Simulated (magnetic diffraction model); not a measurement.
**Which magnetic order? Lu7Cr3**

Space group P6_3mc (no. 186), a = 9.4690 Å, c = 6.0420 Å.

```csv
site,atom,x,y,z
6c,Lu,0.5452,0.4548,0.9381
6c,Lu,0.1248,0.8752,0.7593
2b,Lu,1/3,2/3,0.9580
6c,Cr,0.8106,0.1894,0.6743
```

This is a made-up structure (elements placed in a structure type, unrelaxed), so the numbers test the method and describe no known phase.

Only Cr is taken to order (form factors of Cr2+); orders and moment sizes are assumed, and not adapted to the symmetry. Radiation: neutrons of λ = 1.8 Å, 5° to 40°; isotropic B of 0.57 Å² (Lu) and 0.77 Å² (Cr). Simulated constant-wavelength pattern: nuclear and magnetic terms add, the magnetic one as |2.695 fm × Σ f S⊥ exp(2πi Q·r) exp(−B s²)|², summed over all Q at one angle with the factor 1/(sin²θ cos θ). For collinear order S is the moment m, which repeats by lattice and centring translations R with the sign exp(−2πi k·R). Free-ion form factors, Sears's scattering lengths of 1992, no absorption; a label names one of the reflections at its angle. The strongest nuclear line in the range is 100, and lines under 0.2 are left out.

Above the ordering temperature:

```
2θ (°)    index      I
 12.60  (1 0 0)    0.5
 21.32  (1 0 1)    1.5
 30.77  (2 0 1)    4.2
 33.76  (2 1 0)   13.4
 34.66  (0 0 2)    3.5
 37.02  (1 0 2)   37.4
 38.09  (2 1 1)  100.0
 38.45  (3 0 0)   13.8
```

Below it (cell unchanged):

```tsv
2θ (°)	I
12.60	29.6
17.13	1.5
21.32	7.5
21.92	1.5
25.36	0.9
27.95	6.3
30.77	6.0
33.76	16.6
34.66	3.5
37.02	40.2
38.09	101.5
38.45	13.9
```

**Question.** Find the propagation vector, then choose among these models:
A. collinear moments along [101], 2.21 μB on Cr; signs + at (0.8106, 0.1894, 0.6743), − at (0.8106, 0.6212, 0.6743), + at (0.3788, 0.1894, 0.6743), − at (0.1894, 0.8106, 0.1743), + at (0.1894, 0.3788, 0.1743), − at (0.6212, 0.8106, 0.1743)
B. collinear moments along [120], 2.21 μB on Cr; signs + at (0.8106, 0.1894, 0.6743), − at (0.8106, 0.6212, 0.6743), + at (0.3788, 0.1894, 0.6743), − at (0.1894, 0.8106, 0.1743), + at (0.1894, 0.3788, 0.1743), − at (0.6212, 0.8106, 0.1743)
C. collinear moments along [120], 2.21 μB on Cr; signs + at (0.8106, 0.1894, 0.6743), + at (0.8106, 0.6212, 0.6743), − at (0.3788, 0.1894, 0.6743), − at (0.1894, 0.8106, 0.1743), − at (0.1894, 0.3788, 0.1743), + at (0.6212, 0.8106, 0.1743)
D. collinear moments along [101], 2.21 μB on Cr; signs + at (0.8106, 0.1894, 0.6743), + at (0.8106, 0.6212, 0.6743), − at (0.3788, 0.1894, 0.6743), − at (0.1894, 0.8106, 0.1743), − at (0.1894, 0.3788, 0.1743), + at (0.6212, 0.8106, 0.1743)

No line moves, and magnetic intensity falls on nuclear lines such as the one at 12.60°; new lines at (0 0 1), (2 0 0) and (1 1 1) have whole indices that obey the lattice centring, at places with no nuclear intensity to speak of, so the magnetic cell equals the chemical primitive cell: k = 0.

Magnetic intensity, observed (below minus above) and for each model:

| 2θ (°) | index | observed | A | B | C | D |
| --- | --- | --- | --- | --- | --- | --- |
| 12.60 | (1 0 0) | 29.1 | 29.1 | 3.0 | 22.0 | 15.7 |
| 17.13 | (0 0 1) | 1.5 | 1.5 | 2.1 | 2.1 | 1.5 |
| 21.32 | (1 0 1) | 6.0 | 6.0 | 5.9 | 7.0 | 5.2 |
| 21.92 | (1 1 0) | 1.3 | 1.3 | 0.4 | 1.0 | 0.9 |
| 27.95 | (1 1 1) | 6.3 | 6.3 | 11.1 | 7.1 | 9.1 |
| 30.77 | (2 0 1) | 1.9 | 1.9 | 0.7 | 1.7 | 1.1 |
| 33.76 | (2 1 0) | 3.1 | 3.1 | 3.3 | 2.5 | 3.7 |
| 37.02 | (1 0 2) | 2.9 | 2.9 | 3.5 | 3.8 | 2.7 |

Model A matches.

The structure used: k = (0 0 0), collinear moments along [101], 2.21 μB on Cr; signs + at (0.8106, 0.1894, 0.6743), − at (0.8106, 0.6212, 0.6743), + at (0.3788, 0.1894, 0.6743), − at (0.1894, 0.8106, 0.1743), + at (0.1894, 0.3788, 0.1743), − at (0.6212, 0.8106, 0.1743).

[Logs are printed without paths, hosts, clocks, repeated set-up lines and the standing remarks that a program may print on its own settings, such as how far it seeks lower states.]
